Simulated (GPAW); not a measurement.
**W2NS2 MXene monolayer: simulated STM images**

Aim: Tersoff-Hamann images of W2NS2 MXene monolayer at several biases.

Calculated with GPAW 26.7.0; GPAW, PAW setups; layer in a repeated cell with vacuum, relaxation of atoms and in-plane cell, in the first sound run; inputs show where later runs differ.

**1. The structure**

The cell holds 5 atoms: 2 S, 2 W and 1 N. Its edges and angles: a = 3.054 Å, b = 3.054 Å, c = 21.977 Å, α = 90.0°, β = 90.0°, γ = 120.0°. Vacuum lies along c.

**2. Relaxation**

Forces are removed first; all later runs use this geometry.

Contents of run.py:

```python
import json
import numpy as np
from ase import Atoms
from ase.filters import FrechetCellFilter
from ase.optimize import BFGS
from gpaw import GPAW, PW

slab = Atoms(
    ['S', 'W', 'N', 'W', 'S'],
    positions=[
        [-0.00000, 1.76317, 8.00000],
        [1.52695, 0.88159, 9.78361],
        [0.00000, 0.00000, 10.98860],
        [-0.00000, 1.76317, 12.19360],
        [1.52695, 0.88159, 13.97721]],
    cell=[[3.05391, 0.0, 0.0], [-1.52695, 2.64476, 0.0], [0.0, 0.0, 21.9772]],
    pbc=[True, True, True])

slab.calc = GPAW(mode=PW(600), xc='PBE', kpts={'size': (12, 12, 1), 'gamma': True},
                 occupations={'name': 'fermi-dirac', 'width': 0.05}, nbands='160%',
                 convergence={'density': 1e-05}, maxiter=200,
                 symmetry={'tolerance': 1e-3}, txt='slab.txt')
result = {}
# The in-plane cell is free; stress needs a cell that repeats along all three vectors
path = []
opt = BFGS(FrechetCellFilter(slab, mask=[1, 1, 0, 0, 0, 1]), maxstep=0.2)
opt.attach(lambda: path.append((slab.get_potential_energy(), slab.positions.tolist(), slab.get_forces().tolist())))
result['relaxed'] = bool(opt.run(fmax=0.02, steps=45))
result['path'] = path
result['cell'] = slab.cell.tolist()
print('in-plane lattice', slab.cell.cellpar().round(4)[[0, 1, 5]])
energy = slab.get_potential_energy()
fermi = slab.calc.get_fermi_level()
v = slab.calc.get_electrostatic_potential().mean((0, 1)) - fermi
n = slab.calc.get_pseudo_density().mean((0, 1))
L = slab.cell[2, 2]
z = np.arange(len(v)) * L / len(v)
low, high = slab.positions[:, 2].min(), slab.positions[:, 2].max()
below, above = np.interp([low - 5.8, high + 5.8], z, v)
slopes = [np.interp(x, z, np.gradient(v, z)) for x in (low - 5.8, high + 5.8)]
eps = np.array([[slab.calc.get_eigenvalues(k, s) for k in range(len(slab.calc.get_ibz_k_points()))]
                for s in range(slab.calc.get_number_of_spins())]) - fermi
top, bottom = eps[eps < 0].max(), eps[eps > 0].min()
dipole = slab.get_dipole_moment()[2]
print(f'energy {energy:.4f} eV, Fermi level {fermi:.4f} eV, dipole {dipole:.5f} e A')
print(f'potential 5.8 A off the faces, from the Fermi level: lower {below:.4f} eV, upper {above:.4f} eV')
print(f'slope of the potential there: lower {slopes[0]:.5f}, upper {slopes[1]:.5f} eV/A')
print(f'nearest levels on the mesh: {top:.4f} and {bottom:.4f} eV')
print('magnetic moment', round(slab.get_magnetic_moment(), 3))
result.update(energy=energy, fermi=fermi, dipole=dipole, below=below, above=above, slopes=slopes, edges=[top, bottom],
              z=z.tolist(), v=v.tolist(), n=n.tolist(), positions=slab.positions.tolist(),
              forces=slab.get_forces(apply_constraint=False).tolist(), moments=slab.get_magnetic_moments().tolist())
json.dump(result, open('result.json', 'w'))
```

Launch:

```
$ OMP_NUM_THREADS=1 OPENBLAS_NUM_THREADS=1 python run.py
```

What it wrote:

```text
Step          Energy          fmax
BFGS:    0      -40.083930        3.476595
BFGS:    1      -40.442569        2.159765
BFGS:    2      -40.656749        0.586755
BFGS:    3      -40.666827        0.476001
BFGS:    4      -40.708075        0.360861
BFGS:    5      -40.710954        0.378727
BFGS:    6      -40.718454        0.330578
BFGS:    7      -40.717484        0.189334
BFGS:    8      -40.712469        0.035010
BFGS:    9      -40.712182        0.007789
in-plane lattice [  3.0032   3.0032 120.    ]
energy -40.7012 eV, Fermi level 1.7952 eV, dipole 0.00022 e A
potential 5.8 A off the faces, from the Fermi level: lower 4.9907 eV, upper 4.9900 eV
slope of the potential there: lower 0.00003, upper 0.00027 eV/A
nearest levels on the mesh: -0.0005 and 0.0141 eV
magnetic moment 0.0
```

Elapsed: 17 min, on 1 thread of Arm Neoverse V1, shared host; peak memory 0.48 GiB.

This step gave:

| Property | Result |
| --- | --- |
| dipole along the normal | 2.17e-4 e·Å |
| levels nearest the Fermi level on the mesh | -4.59e-4, 0.01413 eV from the Fermi level |

Table of electrostatic potential energy of an electron (without an applied field's), less the Fermi level, planar mean by z:

```
z (Å)  electrostatic potential energy of an electron (without an applied field's), less the Fermi level, planar mean (eV)
  0.0                                                                                                                4.99
  0.5                                                                                                                4.99
  1.0                                                                                                                4.99
  1.5                                                                                                                4.99
  2.0                                                                                                                4.99
  2.5                                                                                                                4.99
  3.0                                                                                                                4.99
  3.5                                                                                                                4.99
  4.0                                                                                                                4.99
  4.5                                                                                                                4.99
  5.0                                                                                                                4.98
  5.5                                                                                                                4.96
  6.0                                                                                                                4.84
  6.5                                                                                                                4.30
  7.0                                                                                                                1.68
  7.5                                                                                                               -9.27
  8.0                                                                                                               -21.3
  8.5                                                                                                               -7.33
  9.0                                                                                                               -12.7
  9.5                                                                                                               -27.3
 10.0                                                                                                               -17.3
 10.5                                                                                                               -6.61
 11.0                                                                                                               -13.5
 11.5                                                                                                               -6.63
 12.0                                                                                                               -18.1
 12.5                                                                                                               -27.0
 13.0                                                                                                               -12.0
 13.5                                                                                                               -7.63
 14.0                                                                                                               -21.5
 14.5                                                                                                               -8.42
 15.0                                                                                                                1.90
 15.5                                                                                                                4.34
 16.0                                                                                                                4.85
 16.5                                                                                                                4.96
 17.0                                                                                                                4.98
 17.5                                                                                                                4.99
 18.0                                                                                                                4.99
 18.5                                                                                                                4.99
 19.0                                                                                                                4.99
 19.5                                                                                                                4.99
 20.0                                                                                                                4.99
 20.5                                                                                                                4.99
 21.0                                                                                                                4.99
 21.5                                                                                                                4.99
```

The pseudo valence density, planar mean oscillates, so the rows of the table below give means over windows of 1 Å about each position, cut where the curve ends. Its maxima inside the range that stand out by 2 % of the span (Å: e/Å³): 8.3: 0.564, 9.5: 1.64, 11.1: 0.736, 12.5: 1.64, 13.7: 0.564. Its minima: 8.6: 0.524, 10.4: 0.525, 11.6: 0.525, 13.4: 0.524.

Pseudo valence density, planar mean against z; means over each step:

```
z (Å)  pseudo valence density, planar mean (e/Å³)
    4                                      2.8e-5
    5                                      5.4e-4
    6                                      0.0116
    7                                       0.200
    8                                       0.490
    9                                       0.849
   10                                        1.00
   11                                       0.665
   12                                        1.02
   13                                       0.827
   14                                       0.488
   15                                       0.191
   16                                      0.0110
   17                                      5.0e-4
   18                                      2.7e-5
```

The relaxation lowered the energy of the cell by 0.632 eV (energies extrapolated to zero smearing; the optimiser's log prints free energies). The largest force left on a free atom is 0.0078 eV/Å.

[end of part 1 of 2]

[Logs are printed without paths, hosts, clocks, repeated set-up lines and the standing remarks that a program may print on its own settings, such as how far it seeks lower states.]

[Hosts, paths, dates, database ids (printed as entryN), source tags and the programs' standing remarks are cut or masked in the printed files.]
